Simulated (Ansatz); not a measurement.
# Glassy 62P2O5-14Al2O3-24BaO (mol %): a series in quench rate

Does a slower quench leave a cell of lower energy?

Computed with Ansatz 0.2.0: Kohn-Sham DFT, PBE, PAW (set soft_2). Every run is a single point, with the atoms held where the recipe put them (cutoff of the plane-wave runs 420 eV, fixed occupations).

First member: 160 atoms (36 P, 8 Al, 7 Ba, 109 O) placed at random at 2.92 g/cm³, melted at 4000 K for 10 ps at fixed volume with the Morse and Coulomb pair potential with partial charges (Pedone, Malavasi, Menziani, Cormack and Segre, J. Phys. Chem. B 110, 11780 (2006)). Quenched from 4000 K to 300 K at 10 K/ps and fixed volume, held 10 ps at zero pressure.

Last member: 160 atoms (36 P, 8 Al, 7 Ba, 109 O) placed at random at 2.92 g/cm³, melted at 4000 K for 10 ps at fixed volume with the Morse and Coulomb pair potential with partial charges (Pedone, Malavasi, Menziani, Cormack and Segre, J. Phys. Chem. B 110, 11780 (2006)). Quenched from 4000 K to 300 K at 1000 K/ps and fixed volume, held 10 ps at zero pressure.

The members:

```tsv
quench rate (K/ps)	reduced formula	atoms	valence electrons	k-mesh	basis	density (g/cm³)
10	Ba7Al8P36O109	160	928	1×1×1	plane waves	2.90
30	Ba7Al8P36O109	160	928	1×1×1	plane waves	2.85
100	Ba7Al8P36O109	160	928	1×1×1	plane waves	2.89
300	Ba7Al8P36O109	160	928	1×1×1	plane waves	2.87
1000	Ba7Al8P36O109	160	928	1×1×1	plane waves	2.99
```

Each cell is one sample from a classical run, so sample-to-sample scatter enters every column; pressures lack the kinetic term.

The input of the first member, without its atom lines; other members have their own cell and atoms, and may differ in mesh, basis and outputs:

```yaml
crystal:
  lattice:
    - [13.21862, 0.0, 0.0]
    - [0.0, 13.21862, 0.0]
    - [0.0, 0.0, 13.21862]
  atoms:
    [... 160 lines ...]
kpoints:
  mp_grid: { grid: [1, 1, 1] }
hamiltonian:
  xc: pbe
scf:
  occupations: { method: fixed }
output:
  forces: true
  stress: true
  populations: true
  dos:
    method: { smearing: { sigma: 0.08 } }
    de: 0.1
    projected: { site_lists: { Al: [Al], Ba: [Ba], O: [O], P: [P] } }
  eigenvalues: true
  write_density: true
  write_potential: true
  volumetric_format: npy
```

Results; charges are mean Löwdin charges in e:

```tsv
quench rate (K/ps)	energy less the first member's (meV/atom)	pressure (GPa)	r.m.s. force (eV/Å)	gap (eV)	q(Ba)	q(P)	q(Al)
10	0.0	2.84	1.40	1.93	+1.81	+2.24	+1.38
30	5.9	1.28	1.43	0.697	+1.81	+2.23	+1.39
100	0.7	2.29	1.44	0.586	+1.81	+2.23	+1.39
300	65.6	2.90	1.57	0.958	+1.83	+2.23	+1.38
1000	63.1	2.57	1.53	0.879	+1.81	+2.22	+1.39
```

The gap is that between the highest filled and lowest empty Kohn-Sham level on the run's k-points; tail or defect levels can set it. The projection misses up to 0.099 e an atom, so the charges add up to more than the cell's charge.

Bonds in each cell, which the recipe sets and DFT didn't move; cutoffs follow each cell's own g(r) within set bounds (mean length in Å, and neighbours of the second kind about the first):

```tsv
quench rate (K/ps)	O-P length	O-P count	Ba-O length	Ba-O count
10	1.538	1.33	2.904	6.43
30	1.551	1.36	2.887	6.57
100	1.542	1.33	2.915	6.29
300	1.546	1.35	2.905	6.29
1000	1.555	1.37	2.879	6.57
```

Cost on 8 threads of Arm Neoverse N1, shared host:

```tsv
quench rate (K/ps)	atoms	basis	k-mesh	SCF cycles	time	host memory (GiB)
10	160	plane waves	1×1×1	11	1.9 min	3.7
30	160	plane waves	1×1×1	11	2.2 min	3.8
100	160	plane waves	1×1×1	11	1.8 min	3.8
300	160	plane waves	1×1×1	11	3 min	3.8
1000	160	plane waves	1×1×1	11	1.8 min	3.7
```

Times include the outputs that each run asked for, on hosts shared with other jobs.

The energy against the first member is lowest at 10 K/ps (0.0 meV/atom) and highest at 300 K/ps (65.6 meV/atom); each member is a single configuration. The slowest quench gives the lowest energy, by only 0.7 meV/atom, within the scatter of single samples. The gap is lowest at 100 K/ps (0.586 eV) and highest at 10 K/ps (1.93 eV), with no steady trend; in single samples it varies with the configuration. The pressure is lowest at 30 K/ps (1.3 GPa) and highest at 300 K/ps (2.9 GPa), with no steady trend. The two fastest quenches lie 61 meV/atom above the two slowest on average.

Caveats: The levels lack spin–orbit coupling, which is large for the heavy elements here. The network of bonds at the start is that of the classical potential that made the cell, and needn't be the one that DFT or experiment would give. The cells aren't relaxed by DFT, which could reorder their energies. Even the slowest of these quenches is many orders faster than a laboratory quench.

[Logs are printed without paths, hosts, clocks, repeated set-up lines and the standing remarks that a program may print on its own settings, such as how far it seeks lower states.]

[Hosts, paths, dates, database ids (printed as entryN), source tags and the programs' standing remarks are cut or masked in the printed files.]
